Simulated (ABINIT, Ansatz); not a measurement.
## How the form of the self-energy moves the gap of SiC (F-43m)

How much does the gap of SiC (F-43m) depend on the approximation to the self-energy?

Method: PBE and many-body steps on it, plane waves, in ABINIT 10.8.3.

**The experiments to reproduce.**

- Gap 2.39 eV: band gap at cryogenic temperature; bulk crystal (literature value) (quoted in “Silicon carbide diodes for neutron detection”, 2020, arxiv:2009.14696).

- Gap 2.4 eV: Tauc optical (indirect) gap of annealed polycrystalline 3C-SiC; UV-VIS spectroscopic ellipsometry, Tauc analysis; film (CVD ultrathin polycrystalline film, annealed, about 5 nm grains) (“On-Demand CMOS-Compatible Fabrication of Ultrathin Self-Aligned SiC Nanowire Arrays”, 2018, pmc:6267454).

### 1. Set-up

The structure is cubic, space group F-43m (No. 216). Conventional cell: a = 4.358 Å, b = 4.358 Å, c = 4.358 Å, α = 90.00°, β = 90.00°, γ = 90.00°. Nearest to Si lie 4 C at 1.89 Å. Nearest to C lie 4 Si at 1.89 Å. Farther neighbours are not listed.

Coordinates:

```cif
data_structure
_symmetry_space_group_name_H-M 'P 1'
_symmetry_Int_Tables_number 1
_cell_length_a 3.0816
_cell_length_b 3.0816
_cell_length_c 3.0816
_cell_angle_alpha 60.000
_cell_angle_beta 60.000
_cell_angle_gamma 60.000
_cell_volume 20.69
loop_
_atom_site_label
_atom_site_type_symbol
_atom_site_fract_x
_atom_site_fract_y
_atom_site_fract_z
_atom_site_occupancy
Si1 Si 0.00000 0.00000 0.00000 1
C2 C 0.25000 0.25000 0.25000 1
```

The cell and positions come from the Crystallography Open Database and are kept as given unless a step says otherwise.

### 2. Empty states on the mesh, 8×8×8 mesh, 387 bands

This step: ABINIT 10.8.3; DFT, PBE, plane waves, norm-conserving pseudopotentials.

The sums over transitions need many empty states on a uniform mesh; this step solves for them.

File run.abi:

```
acell 3*1.0 Angstrom
rprim 
  -0.000000000000 2.179000000000 2.179000000000
  2.179000000000 0.000000000000 2.179000000000
  2.179000000000 2.179000000000 -0.000000000000
ntypat 2
znucl 14 6
natom 2
typat 1 2
xred 
  0.000000000000 0.000000000000 0.000000000000
  0.250000000000 0.250000000000 0.250000000000
pp_dirpath "pseudos"
pseudos "Si.upf, C.upf"
ecut 37
ngkpt 8 8 8
nshiftk 1
shiftk 0 0 0
kptopt 1
chksymbreak 0
irdden 1
istwfk *1
nband 387
prtvol 0
optdriver 6
gwr_task "HDIAGO"
paral_kgb 0
occopt 1
indata_prefix "in"
outdata_prefix "out"
tmpdata_prefix "tmp"
```

Launch:

```bash
$ OMP_NUM_THREADS=1 mpirun -n 8 abinit run.abi > log
```

Log:

```text
.Version 10.8.3 of ABINIT. v10.8.2 released Aug 2026.

 Symmetries : space group F-4 3 m (#216); Bravais cF (face-center cubic)
[... echo of the input left out ...]
== DATASET  1 ==================================================================
-   mpi_nproc: 8, omp_nthreads: 1 (-1 if OMP is not activated)

--- !DatasetInfo
iteration_state: {dtset: 1, }
dimensions: {natom: 2, nkpt: 29, mband: 387, nsppol: 1, nspinor: 1, nspden: 1, mpw: 1524, }
cutoff_energies: {ecut:  37.0, pawecutdg:  -1.0, }
[...]
Indirect band gap semiconductor
 Fundamental gap:     1.361 (eV)
   VBM:     6.835 (eV) at k: [ 0.0000E+00,  0.0000E+00,  0.0000E+00]
   CBM:     8.196 (eV) at k: [ 5.0000E-01,  5.0000E-01,  0.0000E+00]
 Direct gap:         4.553 (eV) at k: [ 5.0000E-01,  5.0000E-01,  0.0000E+00]

== END DATASET(S) ==============================================================
================================================================================

 -outvars: echo values of variables after computation  --------
           etotal      0.0000000000E+00
            nband         387
             nkpt          29
          spgroup         216
 [... the other variables as echoed above ...]

 Calculation completed.
```

Wall time 13 s (8 MPI ranks of Intel Xeon at 2.80GHz (Skylake/Cascade Lake), shared host); peak memory 1.4 GiB; 1.8 min of CPU time.

This step gave:

| Quantity | Value |
| --- | --- |
| gap | 1.361 eV |
| k of the valence top | 0, 0, 0 |
| k of the conduction bottom | 0.5, 0.5, 0 |
| least direct gap | 4.553 eV |
| k points computed | 29 |
| lowest point of the top converged band, above the valence top | 377.4434 eV |

On this mesh the gap is 1.361 eV.

The density comes from a self-consistent run that is not shown.

### 3. Screening, 8×8×8 mesh, 157 bands, screening to 283 eV

The RPA dielectric matrix is built and inverted for each q.

This step: RPA screening on PBE, plane waves, norm-conserving pseudopotentials.

Changes to run.abi since step 2:

```diff
@@ -20,10 +20,11 @@
 chksymbreak 0
-irdden 1
 istwfk *1
-nband 387
-prtvol 0
-optdriver 6
-gwr_task "HDIAGO"
-paral_kgb 0
 occopt 1
+irdwfk 1
+optdriver 3
+nband 157
+ecuteps 10.4
+inclvkb 2
+awtr 1
+symchi 1
 indata_prefix "in"
```

Log:

```text
.Version 10.8.3 of ABINIT. v10.8.2 released Aug 2026.

 Symmetries : space group F-4 3 m (#216); Bravais cF (face-center cubic)
[... echo of the input left out ...]
== DATASET  1 ==================================================================
-   mpi_nproc: 8, omp_nthreads: 1 (-1 if OMP is not activated)

--- !DatasetInfo
iteration_state: {dtset: 1, }
dimensions: {natom: 2, nkpt: 29, mband: 157, nsppol: 1, nspinor: 1, nspden: 1, mpw: 1524, }
cutoff_energies: {ecut:  37.0, pawecutdg:  -1.0, }
electrons: {nelect:   8.00000000E+00, charge:   0.00000000E+00, occopt:   1.00000000E+00, tsmear:   1.00000000E-02, }

 SCREENING: Calculation of the susceptibility and dielectric matrices

 Based on a program developped by R.W. Godby, V. Olevano, G. Onida, and L. Reining.
 Incorporated in ABINIT by V. Olevano, G.-M. Rignanese, and M. Torrent.
.Using double precision arithmetic ; gwpc =  8

[... cell and pseudopotentials left out ...]
--------------------------------------------------------------------------------

 ==== K-mesh for the wavefunctions ====
 Number of points in the irreducible wedge :    29
[... list of points left out ...]
 Together with 24 symmetry operations and time-reversal symmetry
 yields   512 points in the full Brillouin Zone.

 ==== Q-mesh for the screening function ====
 Number of points in the irreducible wedge :    29
[... list of points left out ...]
 Together with 24 symmetry operations and time-reversal symmetry
 yields   512 points in the full Brillouin Zone.

 setmesh: FFT mesh size selected  =    25x   25x   25
          total number of points  =        15625

 vcoul_init : cutoff-mode = AUXILIARY_FUNCTION
 q-points for optical limit:   1
     1)      0.000010    0.000020    0.000030

- screening: taking advantage of time-reversal symmetry
- Maximum band index for partially occupied states nbvw = 4
- Remaining bands to be divided among processors   nbcw = 153
- Number of bands treated by each node ~19

 Number of electrons calculated from density =    8.0000; Expected =    8.0000
 average of density, n =  0.057292
 r_s =    1.6092
 omega_plasma =   23.0888 [eV]

 calculating chi0 at frequencies [eV] :
  1    0.000000E+00    0.000000E+00
  2    0.000000E+00    2.308880E+01

--------------------------------------------------------------------------------
  q-point number  1        q = ( 0.000000, 0.000000, 0.000000) [r.l.u.]
--------------------------------------------------------------------------------
[... chi0 elements left out ...]
 For q-point:  0.000010 0.000020 0.000030
  dielectric constant =   6.6712
  dielectric constant without local fields =   7.3105

  Average fulfillment of the sum rule on Im[epsilon] for q-point    1 :     95.08  [%]
[... wings left out ...]
  q-point number  2        q = ( 0.125000, 0.000000, 0.000000) [r.l.u.]
--------------------------------------------------------------------------------
[... chi0 elements left out ...]
  Average fulfillment of the sum rule on Im[epsilon] for q-point    2 :     97.51  [%]

 [... 27 further q-points ...]
```

It took 2.9 min on 8 MPI ranks; peak memory 2.6 GiB.

This step gave:

```
ε∞ with local fields, on this mesh, along the program's q direction : 6.671
the same without local fields                                       : 7.311
plasma frequency                                                    : 23.09 eV
plane waves in the screening matrix                                 : 229
```

Local fields lower ε∞ by 9 %.

### 4. G0W0, Godby-Needs plasmon pole

The self-energy is evaluated for the states that the input lists, and the levels follow from it, in one-shot runs by the linearised quasiparticle equation.

This step: G0W0 on PBE, plane waves, norm-conserving pseudopotentials.

Changes to run.abi since step 3:

```diff
@@ -23,8 +23,17 @@
 irdwfk 1
-optdriver 3
+optdriver 4
 nband 157
+gwcalctyp 0
+ecutsigx 37
+symsigma 1
+nkptgw 2
+kptgw 
+  0.0000000000 0.0000000000 0.0000000000
+  0.5000000000 0.5000000000 0.0000000000
+bdgw 
+  2 8
+  3 6
 ecuteps 10.4
-inclvkb 2
-awtr 1
-symchi 1
+irdscr 1
+ppmodel 1
 indata_prefix "in"
```

Log:

```text
.Version 10.8.3 of ABINIT. v10.8.2 released Aug 2026.

 Symmetries : space group F-4 3 m (#216); Bravais cF (face-center cubic)
[... echo of the input left out ...]
== DATASET  1 ==================================================================
-   mpi_nproc: 8, omp_nthreads: 1 (-1 if OMP is not activated)

--- !DatasetInfo
iteration_state: {dtset: 1, }
dimensions: {natom: 2, nkpt: 29, mband: 157, nsppol: 1, nspinor: 1, nspden: 1, mpw: 1524, }
cutoff_energies: {ecut:  37.0, pawecutdg:  -1.0, }
electrons: {nelect:   8.00000000E+00, charge:   0.00000000E+00, occopt:   1.00000000E+00, tsmear:   1.00000000E-02, }

 SIGMA: Calculation of the GW corrections

 Based on a program developped by R.W. Godby, V. Olevano, G. Onida, and L. Reining.
 Incorporated in ABINIT by V. Olevano, G.-M. Rignanese, and M. Torrent.
.Using double precision arithmetic ; gwpc =  8

[... cell and pseudopotentials left out ...]
--------------------------------------------------------------------------------

 ==== K-mesh for the wavefunctions ====
 Number of points in the irreducible wedge :    29
[... list of points left out ...]
 Together with 24 symmetry operations and time-reversal symmetry
 yields   512 points in the full Brillouin Zone.

 ==== Q-mesh for screening function ====
 Number of points in the irreducible wedge :    29
[... list of points left out ...]
 Together with 24 symmetry operations and time-reversal symmetry
 yields   512 points in the full Brillouin Zone.

 vcoul_init : cutoff-mode = AUXILIARY_FUNCTION
 q-points for optical limit:   1
     1)      0.000010    0.000020    0.000030
 setmesh: FFT mesh size selected  =    32x   32x   32
          total number of points  =        32768

 Number of electrons calculated from density =    8.0000; Expected =    8.0000
 average of density, n =  0.057292
 r_s =    1.6092
 omega_plasma =   23.0888 [eV]

 === KS Band Gaps ===
  >>>> For spin  1
   Minimum direct gap =   4.5530 [eV], located at k-point      :   0.5000  0.5000  0.0000
   Fundamental gap    =   1.3613 [eV], Top of valence bands at :   0.0000  0.0000  0.0000
                                       Bottom of conduction at :   0.5000  0.5000  0.0000
 SIGMA fundamental parameters:
 PLASMON POLE MODEL  1
 number of plane-waves for SigmaX                 1459
 number of plane-waves for SigmaC and W            229
 number of plane-waves for wavefunctions          1459
 number of bands                                   157
 number of independent spin polarizations            1
 number of spinorial components                      1
 number of k-points in IBZ                          29
 number of q-points in IBZ                          29
 number of symmetry operations                      24
 number of k-points in BZ                          512
 number of q-points in BZ                          512
 number of frequencies for dSigma/dE                 9
 frequency step for dSigma/dE [eV]                0.25
 number of omega for Sigma on real axis              0
 max omega for Sigma on real axis  [eV]           0.00
 zcut for avoiding poles [eV]                     0.10

 EPSILON^-1 parameters (SCR file):
 dimension of the eps^-1 matrix on file            229
 dimension of the eps^-1 matrix used               229
 number of plane-waves for wavefunctions          1459
 number of bands                                   157
 number of q-points in IBZ                          29
 number of frequencies                               2
 number of real frequencies                          1
 number of imag frequencies                          1

 matrix elements of self-energy operator (all in [eV])

 Perturbative Calculation

--- !SelfEnergy_ee
iteration_state: {dtset: 1, }
kpoint     : [   0.000,    0.000,    0.000, ]
spin       : 1
KS_gap     :    6.223
QP_gap     :    7.140
Delta_QP_KS:    0.917
data: !SigmaeeData |
     Band     E0 <VxcDFT>   SigX SigC(E0)      Z dSigC/dE  Sig(E)    E-E0       E
        2   6.835 -14.927 -17.547   1.779   0.792  -0.263 -15.593  -0.666   6.169
        3   6.835 -14.927 -17.547   1.779   0.792  -0.263 -15.593  -0.666   6.169
        4   6.835 -14.927 -17.547   1.779   0.792  -0.263 -15.593  -0.666   6.169
        5  13.058 -13.214  -7.586  -5.311   0.790  -0.266 -12.963   0.251  13.310
        6  14.146 -11.329  -5.851  -5.150   0.806  -0.241 -11.065   0.264  14.411
        7  14.146 -11.329  -5.851  -5.150   0.806  -0.241 -11.065   0.264  14.411
        8  14.146 -11.329  -5.851  -5.150   0.806  -0.241 -11.065   0.264  14.411

--- !SelfEnergy_ee
iteration_state: {dtset: 1, }
kpoint     : [   0.500,    0.500,    0.000, ]
spin       : 1
KS_gap     :    4.553
QP_gap     :    5.610
Delta_QP_KS:    1.057
data: !SigmaeeData |
     Band     E0 <VxcDFT>   SigX SigC(E0)      Z dSigC/dE  Sig(E)    E-E0       E
        3   3.643 -13.566 -17.410   2.626   0.782  -0.279 -14.518  -0.952   2.691
        4   3.643 -13.566 -17.410   2.626   0.782  -0.279 -14.518  -0.952   2.691
        5   8.196 -10.510  -6.435  -3.946   0.820  -0.219 -10.405   0.105   8.301
        6  11.168 -10.772  -5.999  -4.441   0.822  -0.216 -10.499   0.274  11.442

== END DATASET(S) ==============================================================
================================================================================

 -outvars: echo values of variables after computation  --------
           etotal      0.0000000000E+00
            nband         157
             nkpt          29
          spgroup         216
 [... the other variables as echoed above ...]

 Calculation completed.
```

Wall time 25 s (8 MPI ranks); peak memory 2.7 GiB; 3.3 min of CPU time.

This step gave:

| Property | Result |
| --- | --- |
| G0W0 gap on the points computed | 2.132 eV |
| starting gap on the mesh | 1.361 eV |
| k of the valence top | 0, 0, 0 |
| k of the conduction bottom | 0.5, 0.5, 0 |
| Z at the valence top | 0.792 |
| Z at the conduction bottom | 0.82 |
| least direct G0W0 gap on the computed points | 5.61 eV |

The gap on the mesh goes from 1.36 eV to 2.13 eV, a correction of +0.77 eV.

### 5. G0W0, von der Linden-Horsch plasmon pole

Changes to run.abi since step 4:

```diff
@@ -37,3 +37,3 @@
 irdscr 1
-ppmodel 1
+ppmodel 3
 indata_prefix "in"
```

Log:

```text
.Version 10.8.3 of ABINIT. v10.8.2 released Aug 2026.

 Symmetries : space group F-4 3 m (#216); Bravais cF (face-center cubic)
[... echo of the input left out ...]
== DATASET  1 ==================================================================
-   mpi_nproc: 8, omp_nthreads: 1 (-1 if OMP is not activated)

--- !DatasetInfo
iteration_state: {dtset: 1, }
dimensions: {natom: 2, nkpt: 29, mband: 157, nsppol: 1, nspinor: 1, nspden: 1, mpw: 1524, }
cutoff_energies: {ecut:  37.0, pawecutdg:  -1.0, }
electrons: {nelect:   8.00000000E+00, charge:   0.00000000E+00, occopt:   1.00000000E+00, tsmear:   1.00000000E-02, }

 SIGMA: Calculation of the GW corrections

 Based on a program developped by R.W. Godby, V. Olevano, G. Onida, and L. Reining.
 Incorporated in ABINIT by V. Olevano, G.-M. Rignanese, and M. Torrent.
.Using double precision arithmetic ; gwpc =  8

[... cell and pseudopotentials left out ...]
--------------------------------------------------------------------------------

 ==== K-mesh for the wavefunctions ====
 Number of points in the irreducible wedge :    29
[... list of points left out ...]
 Together with 24 symmetry operations and time-reversal symmetry
 yields   512 points in the full Brillouin Zone.

 ==== Q-mesh for screening function ====
 Number of points in the irreducible wedge :    29
[... list of points left out ...]
 Together with 24 symmetry operations and time-reversal symmetry
 yields   512 points in the full Brillouin Zone.

 vcoul_init : cutoff-mode = AUXILIARY_FUNCTION
 q-points for optical limit:   1
     1)      0.000010    0.000020    0.000030
 setmesh: FFT mesh size selected  =    32x   32x   32
          total number of points  =        32768

 Number of electrons calculated from density =    8.0000; Expected =    8.0000
[...]
number of omega for Sigma on real axis              0
 max omega for Sigma on real axis  [eV]           0.00
 zcut for avoiding poles [eV]                     0.10

 EPSILON^-1 parameters (SCR file):
 dimension of the eps^-1 matrix on file            229
 dimension of the eps^-1 matrix used               229
 number of plane-waves for wavefunctions          1459
 number of bands                                   157
 number of q-points in IBZ                          29
 number of frequencies                               2
 number of real frequencies                          1
 number of imag frequencies                          1

 matrix elements of self-energy operator (all in [eV])

 Perturbative Calculation

--- !SelfEnergy_ee
iteration_state: {dtset: 1, }
kpoint     : [   0.000,    0.000,    0.000, ]
spin       : 1
KS_gap     :    6.223
QP_gap     :    7.233
Delta_QP_KS:    1.010
data: !SigmaeeData |
     Band     E0 <VxcDFT>   SigX SigC(E0)      Z dSigC/dE  Sig(E)    E-E0       E
        2   6.835 -14.927 -17.547   1.349   0.819  -0.221 -15.968  -1.041   5.794
        3   6.835 -14.927 -17.547   1.349   0.819  -0.221 -15.968  -1.041   5.794
        4   6.835 -14.927 -17.547   1.349   0.819  -0.221 -15.968  -1.041   5.794
[...]
--- !SelfEnergy_ee
iteration_state: {dtset: 1, }
kpoint     : [   0.500,    0.500,    0.000, ]
spin       : 1
KS_gap     :    4.553
QP_gap     :    5.674
Delta_QP_KS:    1.121
data: !SigmaeeData |
     Band     E0 <VxcDFT>   SigX SigC(E0)      Z dSigC/dE  Sig(E)    E-E0       E
[...]
5   8.196 -10.510  -6.435  -4.408   0.846  -0.182 -10.793  -0.283   7.914
        6  11.168 -10.772  -5.999  -4.898   0.848  -0.179 -10.878  -0.105  11.063

== END DATASET(S) ==============================================================
================================================================================

 -outvars: echo values of variables after computation  --------
           etotal      0.0000000000E+00
            nband         157
             nkpt          29
          spgroup         216
 [... the other variables as echoed above ...]

 Calculation completed.
```

Wall time 12 s (8 MPI ranks); peak memory 2.4 GiB.

Numbers from this step:

```
G0W0 gap on the points computed              : 2.12 eV
starting gap on the mesh                     : 1.361 eV
k of the valence top                         : 0, 0, 0
k of the conduction bottom                   : 0.5, 0.5, 0
Z at the valence top                         : 0.819
Z at the conduction bottom                   : 0.846
least direct G0W0 gap on the computed points : 5.674 eV
```

Against G0W0 in ABINIT (8×8×8 mesh, 157 bands, screening to 283 eV, Godby-Needs plasmon pole), the gap moves by −0.012 eV.

### 6. G0W0, Engel-Farid plasmon pole

Changes to run.abi since step 5:

```diff
@@ -37,3 +37,3 @@
 irdscr 1
-ppmodel 3
+ppmodel 4
 indata_prefix "in"
```

Log:

```text
.Version 10.8.3 of ABINIT. v10.8.2 released Aug 2026.

 Symmetries : space group F-4 3 m (#216); Bravais cF (face-center cubic)
[... echo of the input left out ...]
== DATASET  1 ==================================================================
-   mpi_nproc: 8, omp_nthreads: 1 (-1 if OMP is not activated)

--- !DatasetInfo
iteration_state: {dtset: 1, }
dimensions: {natom: 2, nkpt: 29, mband: 157, nsppol: 1, nspinor: 1, nspden: 1, mpw: 1524, }
cutoff_energies: {ecut:  37.0, pawecutdg:  -1.0, }
[...]
Band     E0 <VxcDFT>   SigX SigC(E0)      Z dSigC/dE  Sig(E)    E-E0       E
[...]
5   8.196 -10.510  -6.435  -4.214   0.832  -0.202 -10.626  -0.116   8.080
        6  11.168 -10.772  -5.999  -4.708   0.833  -0.200 -10.717   0.055  11.224

== END DATASET(S) ==============================================================
================================================================================

 -outvars: echo values of variables after computation  --------
           etotal      0.0000000000E+00
            nband         157
             nkpt          29
          spgroup         216
 [... the other variables as echoed above ...]

 Calculation completed.
```

It took 12 s on 8 MPI ranks; peak memory 2.4 GiB.

This step gave:

| Quantity | Value |
| --- | --- |
| G0W0 gap on the points computed | 2.292 eV |
| starting gap on the mesh | 1.361 eV |
| k of the valence top | 0, 0, 0 |
| k of the conduction bottom | 0.5, 0.5, 0 |
| least direct G0W0 gap on the computed points | 5.755 eV |

Against G0W0 in ABINIT (8×8×8 mesh, 157 bands, screening to 283 eV, Godby-Needs plasmon pole), the gap moves by +0.160 eV.

(Continued in part 2 of 2.)

[Paths, hosts, dates, memory and timing lines, banners, echoed tables and standing remarks are left out of the program output.]

[Logs are printed without paths, hosts, clocks, repeated set-up lines and the standing remarks that a program may print on its own settings, such as how far it seeks lower states.]

[Runs of the session that timed out or met a known fault of the program may be left out.]

[No measured gap is set beside runs whose start may be inverted or whose files or cutoffs have a known fault.]

[Hosts, paths, dates, database ids (printed as entryN), source tags and the programs' standing remarks are cut or masked in the printed files.]

[G0W0 gaps are taken among the corrected bands and points alone; a level outside them can change the order at an edge.]

[Where Ansatz stands beside ABINIT at settings called matched, ABINIT's density can come from a denser mesh and the files from another edition; pairs whose starting gaps differed by over 0.03 eV were left out, so agreement reads better than it is.]
